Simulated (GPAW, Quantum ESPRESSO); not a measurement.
# In K ELNES/XANES of In (I4/mmm) from DFT, part 2 of 4

Aim: the In K edge of In (I4/mmm) by two routes, a Lanczos recursion (XSpectra) and a sum over empty bands (GPAW), to see which features are robust.

Quantum ESPRESSO 7.5 and GPAW 26.7.0; core-hole supercells, plane-wave PAW LDA.

So far. Step 2 (The field without a hole (Quantum ESPRESSO)): The mesh shows no gap, so the system is treated as a metal and the core electron is put at the Fermi level (neutral cell). Step 3 (Spectrum without a core hole, In atom 1 (Quantum …): Main maxima below 30 eV (height): 7.3 eV (1.12) and 23.3 eV (1.21). A K edge sees empty p states on the absorber.

**6. Supercell with XCH, In atom 1 (Quantum ESPRESSO)**

Level of this step: plane-wave PAW DFT, LDA, scalar-relativistic, self-consistent field (Quantum ESPRESSO).

The holes are 5.7 Å apart. The excited electron is kept in the cell, where it fills the lowest empty states and screens the hole.

Input file scf.in:

```
&control
   calculation='scf', prefix='x', pseudo_dir='../pp', outdir='tmp', tprnfor=.true.
/
&system
   ibrav=0, nat=6, ntyp=2, nbnd=49
   ecutwfc=41, ecutrho=240
   occupations='smearing', smearing='mv', degauss=0.015
/
&electrons
   conv_thr=6.0e-08, electron_maxstep=120
   mixing_beta=0.5
/
ATOMIC_SPECIES
In0 1.0 In.lda-dn-kjpaw-1sch.UPF
In 1.0 In.lda-dn-kjpaw.UPF
CELL_PARAMETERS angstrom
  -4.87641000 1.62547000 2.47370000
  -4.87641000 -1.62547000 -2.47370000
  0.00000000 -3.25094000 4.94740000
ATOMIC_POSITIONS crystal
In0  0.00000000 0.00000000 0.00000000
In   0.16666667 0.16666667 0.50000000
In   0.33333333 0.33333333 0.00000000
In   0.50000000 0.50000000 0.50000000
In   0.66666667 0.66666667 0.00000000
In   0.83333333 0.83333333 0.50000000
K_POINTS automatic
5 5 5 0 0 0
```

Run with:

```sh
$ OMP_NUM_THREADS=1 mpirun --oversubscribe --bind-to none -np 4 pw.x -nk 4 -in scf.in > scf.out
```

Numbers of over 12 decimals in the logs are rounded to 6 here.

What it wrote:

```text
     [... banner and references ...]
[banner, memory and clock lines left out]
using ibrav=0 with symmetry is DISCOURAGED, use correct ibrav instead

     G-vector sticks info

     bravais-lattice index     =            0
     lattice parameter (alat)  =      10.7798  a.u.
     unit-cell volume          =    1058.5534 (a.u.)^3
     number of atoms/cell      =            6
     number of atomic types    =            2
     number of electrons       =        79.00
     number of Kohn-Sham states=           49
     kinetic-energy cutoff     =      41.0000  Ry
     charge density cutoff     =     240.0000  Ry
     scf convergence threshold =      6.0E-08
     mixing beta               =       0.5000
     number of iterations used =            8  plain     mixing
     Exchange-correlation= SLA  PZ   NOGX NOGC
                           (   1   1   0   0   0   0   0)

     celldm(1)=  10.779843  celldm(2)=   0.000000  celldm(3)=   0.000000
     celldm(4)=   0.000000  celldm(5)=   0.000000  celldm(6)=   0.000000

     crystal axes: (cart. coord. in units of alat)
               a(1) = (  -0.854844   0.284948   0.433644 )
               a(2) = (  -0.854844  -0.284948  -0.433644 )
               a(3) = (   0.000000  -0.569896   0.867288 )

     reciprocal axes: (cart. coord. in units 2 pi/alat)
               b(1) = ( -0.584902  0.877354  0.576510 )
               b(2) = ( -0.584902 -0.877354 -0.576510 )
               b(3) = (  0.000000 -0.877354  0.576510 )

     PseudoPot. #1 for In:     Pseudo is Projector augmented-wave + core cor, Zval = 14.0

     PseudoPot. #2 for In:     Pseudo is Projector augmented-wave + core cor, Zval = 13.0

[...]
k =-0.0000 0.5264 0.1153 (  4688 PWs)   bands (ev):

[...]
k =-0.4679-0.1755 0.1153 (  4706 PWs)   bands (ev):

[...]
k =-0.4679-0.3509 0.2306 (  4695 PWs)   bands (ev):

[...]
k =-0.0000 1.0528 0.2306 (  4701 PWs)   bands (ev):

[...]
15.4312

          k =-0.0000 0.8774 0.3459 (  4705 PWs)   bands (ev):

[...]
4.3539   4.9372   6.2069   6.6188   7.7468   8.9434   9.5382   9.9822
    11.3572  11.5131  12.0580  12.1071  14.0703  14.3218  14.8482  14.9281
    15.3336

     the Fermi energy is    10.2588 ev

!    total energy              =   -2393.24719139 Ry
     total all-electron energy =    -68458.922034 Ry
     estimated scf accuracy    <       0.00000001 Ry
     smearing contrib. (-TS)   =       0.00006018 Ry
     internal energy E=F+TS    =   -2393.24725156 Ry

     The total energy is F=E-TS. E is the sum of the following terms:
     one-electron contribution =    -219.82352661 Ry
     hartree contribution      =     183.38106756 Ry
     xc contribution           =    -275.22452926 Ry
     ewald contribution        =    -535.78976109 Ry
     one-center paw contrib.   =   -1545.79050216 Ry

     convergence has been achieved in   8 iterations

     Forces acting on atoms (cartesian axes, Ry/au):

     atom    1 type  1   force =    -0.00000000   -0.00000000   -0.00000000
     atom    2 type  2   force =    -0.00074226    0.00000000   -0.00000000
     atom    3 type  2   force =    -0.00206117   -0.00000000    0.00000000
     atom    4 type  2   force =    -0.00000000    0.00000000    0.00000000
     atom    5 type  2   force =     0.00206117   -0.00000000    0.00000000
     atom    6 type  2   force =     0.00074226    0.00000000    0.00000000

     Total force =     0.003098     Total SCF correction =     0.000046

     XML data file, charge density, pseudopotentials, collected wavefunctions
```

Run time: 41 s. Hardware: 4 MPI ranks of Arm Neoverse V2, shared host; peak memory 0.17 GiB.

Energy with the hole: -931431.085 eV, cores included.

**7. Spectrum with XCH, In atom 1 (Quantum ESPRESSO)**

The Lanczos recursion gives the spectrum without computing empty bands; each polarisation needs a run of its own on the full k mesh. xe0 is set between filled and empty states, and states below it are cut, here at the Fermi level, which holds the excited electron. The file of filecore holds the core orbital, taken from the hole-free data set.

Input file xspectra.in:

```
&input_xspectra
   calculation='xanes_dipole', edge='K'
   prefix='x', outdir='tmp', xiabs=1, xe0=10.2588
   xonly_plot=.false., x_save_file='xanes.sav'
   xniter=3000, xcheck_conv=20, xerror=0.005
   xcoordcrys=.false., xepsilon(1)=1, xepsilon(2)=0, xepsilon(3)=0
/
&plot
   xnepoint=61, xemin=-10, xemax=70, terminator=.true., cut_occ_states=.true.
   xgamma=3.96
/
&pseudos
   filecore='../In.wfc'
/
&cut_occ
   cut_desmooth=0.1, cut_stepl=0.05, cut_stepu=0.05, cut_ierror=1e-5
/
5 5 5 0 0 0
```

xspectra_1.in, as its differences from xspectra.in of step 7:

```diff
@@ -5,3 +5,3 @@
    xniter=3000, xcheck_conv=20, xerror=0.005
-   xcoordcrys=.false., xepsilon(1)=1, xepsilon(2)=0, xepsilon(3)=0
+   xcoordcrys=.false., xepsilon(1)=0, xepsilon(2)=1, xepsilon(3)=0
 /
```

xspectra_2.in, as its differences from xspectra_1.in of step 7:

```diff
@@ -5,3 +5,3 @@
    xniter=3000, xcheck_conv=20, xerror=0.005
-   xcoordcrys=.false., xepsilon(1)=0, xepsilon(2)=1, xepsilon(3)=0
+   xcoordcrys=.false., xepsilon(1)=0, xepsilon(2)=0, xepsilon(3)=1
 /
```

Run with:

```sh
$ OMP_NUM_THREADS=1 mpirun --oversubscribe --bind-to none -np 4 xspectra.x -nk 4 -in xspectra.in > xspectra.out
```

What it wrote:

```text
     [... banner and references ...]
Reading input_file

     calculation: xanes_dipole

     xepsilon  [cartesian coordinates]:   1.000000   0.000000   0.000000

     xonly_plot: FALSE
        => complete calculation: Lanczos + spectrum plot

     filecore (core-wavefunction file): ../In.wfc

     main plot parameters:
        cut_occ_states: TRUE
        gamma_mode:  constant
        -> using xgamma [eV]:  3.96
        xemin [eV]: -10.00
        xemax [eV]:  70.00
        xnepoint:   61
        xe0 [eV]:  10.258800 (energy zero read in input file)

     WARNING: variable ef_r is obsolete

                      Reading SCF save directory: x.save

     tmp/x.save/

     Exchange-correlation= PZ
                           (   1   1   0   0   0   0   0)

     G-vector sticks info

                           Getting the Fermi energy

     From SCF save directory:
        ehomo [eV]:   10.6171 (highest occupied level)
        elumo [eV]:   10.6423 (lowest occupied level)
        ef    [eV]:   10.6171

     -> ef (in eV) will be written in x_save_file

                           Energy zero of the spectrum

     -> ef will NOT be used as energy zero of the spectrum
       (because xe0 read in input file)

     G-vector sticks info

     bravais-lattice index     =            0
     lattice parameter (alat)  =      10.7798  a.u.
     unit-cell volume          =    1058.5534 (a.u.)^3
     number of atoms/cell      =            6
     number of atomic types    =            2
     number of electrons       =        79.00
     number of Kohn-Sham states=           49
     kinetic-energy cutoff     =      41.0000  Ry
     charge density cutoff     =     240.0000  Ry
     Exchange-correlation= PZ
                           (   1   1   0   0   0   0   0)

     celldm(1)=  10.779843  celldm(2)=   0.000000  celldm(3)=   0.000000
     celldm(4)=   0.000000  celldm(5)=   0.000000  celldm(6)=   0.000000

     crystal axes: (cart. coord. in units of alat)
               a(1) = (  -0.854844   0.284948   0.433644 )
               a(2) = (  -0.854844  -0.284948  -0.433644 )
               a(3) = (   0.000000  -0.569896   0.867288 )

     reciprocal axes: (cart. coord. in units 2 pi/alat)
               b(1) = ( -0.584902  0.877354  0.576510 )
               b(2) = ( -0.584902 -0.877354 -0.576510 )
               b(3) = (  0.000000 -0.877354  0.576510 )

     PseudoPot. #1 for In:     Pseudo is Projector augmented-wave + core cor, Zval = 14.0

     PseudoPot. #2 for In:     Pseudo is Projector augmented-wave + core cor, Zval = 13.0

     atomic species   valence    mass     pseudopotential
     In0              14.00     1.00000     In( 1.00)
     In               13.00     1.00000     In( 1.00)

      4 Sym. Ops., with inversion, found

   Cartesian axes

     site n.     atom                  positions (alat units)
         1        In0    tau(   1) = (   0.0000000   0.0000000   0.0000000  )
         2        In     tau(   2) = (  -0.2849479  -0.2849479   0.4336441  )
         3        In     tau(   3) = (  -0.5698957  -0.0000000   0.0000000  )
         4        In     tau(   4) = (  -0.8548436  -0.2849479   0.4336441  )
         5        In     tau(   5) = (  -1.1397914  -0.0000000   0.0000000  )
         6        In     tau(   6) = (  -1.4247393  -0.2849479   0.4336441  )

     number of k points=   125  Marzari-Vanderbilt smearing, width (Ry)=  0.0150

     Number of k-points >= 100: set verbosity='high' to print them.

     Dense  grid:    66489 G-vectors     FFT dimensions: (  54,  54,  60)

     Smooth grid:    37463 G-vectors     FFT dimensions: (  45,  45,  45)

     The potential is recalculated from file :
     tmp/x.save/charge-density

     Starting wfcs are   54 atomic wfcs
     Checking if some PAW data can be deallocated...

               Reading core wavefunction file for the absorbing atom

     ../In.wfc successfully read

                              Attributing the PAW radii
                     for the absorbing atom [units: Bohr radius]

        PAW proj 1: r_paw(l= 0)= 3.00  (1.5*r_cut)
        PAW proj 2: r_paw(l= 0)= 3.00  (1.5*r_cut)
        PAW proj 3: r_paw(l= 1)= 3.75  (1.5*r_cut)
        PAW proj 4: r_paw(l= 1)= 3.75  (1.5*r_cut)
        PAW proj 5: r_paw(l= 2)= 2.55  (1.5*r_cut)
        PAW proj 6: r_paw(l= 2)= 2.55  (1.5*r_cut)

        NB: The calculation will not necessary use all these r_paw values.
            - For a edge in the electric-dipole approximation,
              only the r_paw(l=1) values are used.
            - For a K edge in the electric-quadrupole approximation,
              only the r_paw(l=2) values are used.

            - For a L2 or L3 edge in the electric-quadrupole approximation,

              all projectors (s, p and d) are used.

                          Starting XANES calculation
                     in the electric dipole approximation

     Method of calculation based on the Lanczos recursion algorithm
        - STEP 1: Construction of a kpoint-dependent Lanczos basis,
          in which the Hamiltonian is tridiagonal (each 'iter'
          corresponds to the calculation of one more Lanczos vector)
        - STEP 2: Calculation of the cross-section as a continued fraction
          averaged over the k-points.

     ... Begin STEP 1 ...

        Radial transition matrix element(s) used in the calculation of the
        initial vector of the Lanczos basis (|tilde{phi}_abs> normalized)
        | For PAW proj. (l=1) #1: radial matrix element =   0.001086855
        | For PAW proj. (l=1) #2: radial matrix element =   0.001539372

NB: the    32 k-point are not all listed below because npool=  4
        |-------------------------------------------------------------
        ! k-point #     1:  ( 0.0000,  0.0000,  0.0000),  0.0160,   1
        |-------------------------------------------------------------
 okvan= T
        |   Norm of the initial Lanczos vector: 0.18409553E-02
        |   Estimated error at iter     20:   1.09953788
        |   Estimated error at iter     40:   0.09139626
        |   Estimated error at iter     60:   0.01637178
        |   Estimated error at iter     80:   0.00553714
        !   => CONVERGED at iter    100 with error=  0.00436796
        |-------------------------------------------------------------
        ! k-point #     2:  ( 0.0000, -0.1755,  0.1153),  0.0160,   1
        |-------------------------------------------------------------
 okvan= T
        |   Norm of the initial Lanczos vector: 0.18409554E-02
        |   Estimated error at iter     20:   1.09933575
        |   Estimated error at iter     40:   0.07562386
        |   Estimated error at iter     60:   0.01381000
        !   => CONVERGED at iter     80 with error=  0.00351223
        |-------------------------------------------------------------
     [... 29 further k-points ...]
        ! k-point #    32:  (-0.2340, -0.1755,  0.1153),  0.0160,   1
        |-------------------------------------------------------------
 okvan= T
        |   Norm of the initial Lanczos vector: 0.18409555E-02
        |   Estimated error at iter     20:   1.09915072
        |   Estimated error at iter     40:   0.03046187
        |   Estimated error at iter     60:   0.01144400
        !   => CONVERGED at iter     80 with error=  0.00286203

     Results of STEP 1 successfully written in x_save_file
     x_save_file name:
     ->  xanes.sav
     x_save_file version:  2

     ... End STEP 1 ...

     ... Begin STEP 2 ...

     The spectrum is calculated using the following parameters:
        xe0 [eV]:   10.2588
        the occupied states are elimintate from the spectrum
        xemin [eV]: -10.00
        xemax [eV]:  70.00
        xnepoint:   61
        constant broadening parameter [eV]:    3.960
        Core level energy [eV]: -0.2794E+05
         (from electron binding energy of neutral atoms in X-ray data booklet)

     Cross-section successfully written in xanes.dat

     ... End STEP 2 ...

                                END JOB XSpectra
```

Wall time 36 s (4 MPI ranks); peak memory 0.11 GiB.

The In K spectrum, In atom 1, excited-electron core hole (neutral cell) (energy from the energy zero of the input (xe0, at the border of filled and empty states); intensity scaled to a mean of 1 over the first 20 eV; the points at xe0, where the cut of filled states can leave a spike, are interpolated; polarised curves are means over the symmetry-equivalent atoms):

```tsv
E (eV)	isotropic	ε ⊥ c	ε ∥ c
-2.0	0.58	0.57	0.59
-1.5	0.64	0.63	0.65
-1.0	0.69	0.69	0.71
-0.5	0.75	0.74	0.77
0.0	0.81	0.80	0.84
0.5	0.87	0.86	0.90
1.0	0.93	0.92	0.96
1.5	0.99	0.98	1.02
2.0	1.05	1.04	1.08
2.5	1.09	1.07	1.11
3.0	1.12	1.11	1.15
3.5	1.15	1.14	1.17
4.0	1.16	1.15	1.18
4.5	1.18	1.17	1.19
5.0	1.17	1.17	1.18
5.5	1.17	1.17	1.17
6.0	1.16	1.16	1.16
6.5	1.14	1.14	1.13
7.0	1.12	1.13	1.11
7.5	1.10	1.11	1.08
8.0	1.07	1.09	1.05
8.5	1.05	1.06	1.02
9.0	1.03	1.04	1.00
9.5	1.00	1.01	0.97
10.0	0.98	0.99	0.95
10.5	0.96	0.97	0.93
11.0	0.93	0.95	0.91
11.5	0.92	0.93	0.90
12.0	0.90	0.91	0.89
12.5	0.89	0.89	0.89
13.0	0.88	0.88	0.89
13.5	0.88	0.88	0.89
14.0	0.88	0.87	0.89
14.5	0.88	0.87	0.90
15.0	0.89	0.87	0.91
15.5	0.89	0.88	0.92
16.0	0.90	0.89	0.93
16.5	0.91	0.90	0.94
17.0	0.93	0.91	0.96
17.5	0.94	0.93	0.97
18.0	0.96	0.94	0.99
18.5	0.97	0.96	1.00
19.0	0.99	0.97	1.01
19.5	1.00	0.99	1.02
20.0	1.01	1.00	1.03
20.5	1.02	1.01	1.04
21.0	1.03	1.02	1.04
21.5	1.03	1.03	1.04
22.0	1.04	1.04	1.03
22.5	1.03	1.03	1.02
23.0	1.02	1.03	1.01
23.5	1.02	1.03	0.99
24.0	1.00	1.02	0.97
24.5	0.99	1.01	0.96
25.0	0.98	0.99	0.94
25.5	0.96	0.98	0.93
26.0	0.95	0.96	0.92
26.5	0.93	0.95	0.91
27.0	0.92	0.93	0.91
27.5	0.91	0.92	0.90
28.0	0.91	0.91	0.90
28.5	0.90	0.90	0.90
29.0	0.89	0.89	0.90
29.5	0.89	0.89	0.90
30.0	0.89	0.88	0.90
30.5	0.89	0.89	0.90
31.0	0.89	0.89	0.90
31.5	0.89	0.89	0.89
32.0	0.89	0.89	0.89
```

Main maxima below 30 eV (height): 4.7 eV (1.18) and 22.0 eV (1.04). 

**8. Ground state of the crystal (GPAW)**

The second program starts from its own ground state, on the same cell and functional.

Input file scf.py:

```python
import numpy as np
from ase import Atoms
from ase.parallel import parprint, paropen
from gpaw import GPAW, PW, FermiDirac, Mixer, MixerDif, setup_paths
from gpaw.test import gen
setup_paths.insert(0, '.')
gen('In', name='nch1s', xcname='LDA', corehole=(1, 0, 0), write_xml=True)
from gpaw.mpi import world
world.barrier()

atoms = Atoms('In',
    cell=[[-1.62547, 1.62547, 2.4737],
     [1.62547, -1.62547, 2.4737],
     [1.62547, 1.62547, -2.4737]],
    scaled_positions=[[0, 0, 0]],
    pbc=True)
atoms.calc = calc = GPAW(legacy_gpaw=True, mode=PW(500), xc='LDA', setups={0: 'nch1s'},
    kpts={'size': (11, 11, 11), 'gamma': True}, occupations=FermiDirac(0.05),
    charge=0, mixer=Mixer(0.1, 5, 50), maxiter=150,
    convergence={'density': 0.0001}, txt='scf.txt')
energy = atoms.get_potential_energy() + calc.get_reference_energy()
ef = calc.get_fermi_level()
out = dict(energy=energy, fermi=ef, forces=atoms.get_forces().tolist())
parprint(f'all-electron energy {energy:.4f} eV, Fermi level {ef:.4f} eV')
ev = np.array([[calc.get_eigenvalues(k, s) for k in range(len(calc.get_ibz_k_points()))] for s in range(calc.get_number_of_spins())])
out['homo'], out['lumo'], out['counts'] = ev[ev < ef].max(), ev[ev > ef].min(), sorted(set((ev < ef).sum((0, 2)).tolist()))
out['filled'] = (ev[:, 0] < ef).sum(1).tolist()
import json
with paropen('out.json', 'w') as f:
    json.dump(out, f)
```

Run with:

```sh
$ OMP_NUM_THREADS=1 mpirun -n 4 gpaw python scf.py
```

What it wrote:

```text
Input parameters:
  convergence: {density: 0.0001}
  kpts: {gamma: True,
         size: (11, 11, 11)}
  maxiter: 150
  mixer: {backend: pulay,
          beta: 0.1,
          method: separate,
          nmaxold: 5,
          weight: 50}
  mode: {ecut: 500.0,
         name: pw}
  occupations: {fixmagmom: False,
                name: fermi-dirac,
                width: 0.05}
  setups: {0: nch1s}

Initialize ...

[...]
*s    :     0.688594
5p(1) :    -0.099218     1.008179
*p    :     0.900782
4d(10):    -0.688051     0.308169
*d    :     0.311949
--------------------------------

Diagonalizing with gridspacing h=0.050

state   all-electron     PAW
-------------------------------
5s:      -0.311406    -0.312130
5p:      -0.099218    -0.099945
4d:      -0.688051    -0.689005
*f:                    0.063553
-------------------------------
all-electron energy -159837.7103 eV, Fermi level 6.6330 eV
[key lines of the parts left out:]
Converged after 10 iterations.
Dipole moment: (0.000000, -0.000000, 0.000000) |e|*Ang
Free energy:     -3.421882
Fermi level: 6.63301
```

Run time: 5.4 s. Hardware: 4 MPI ranks; peak memory 0.16 GiB; 21 s of CPU time.

The mesh shows no gap, so the system is treated as a metal and the core electron is put at the Fermi level (neutral cell).

(Continued in part 3 of 4.)

[Banner, clock and machine lines of the logs are left out without a mark of their own.]

[Logs are printed without paths, hosts, clocks, repeated set-up lines and the standing remarks that a program may print on its own settings, such as how far it seeks lower states.]

[Hosts, paths, dates, database ids (printed as entryN), source tags and the programs' standing remarks are cut or masked in the printed files.]

[Lists of maxima count a maximum above −3 eV only where it reaches 4 % of the highest in the window and stands out from its surroundings by 2 % of it (1.5 % where it reaches 55 %); shoulders and weaker maxima are passed over, and of the rest the first, up to two pre-edge ones and the few strongest are named.]
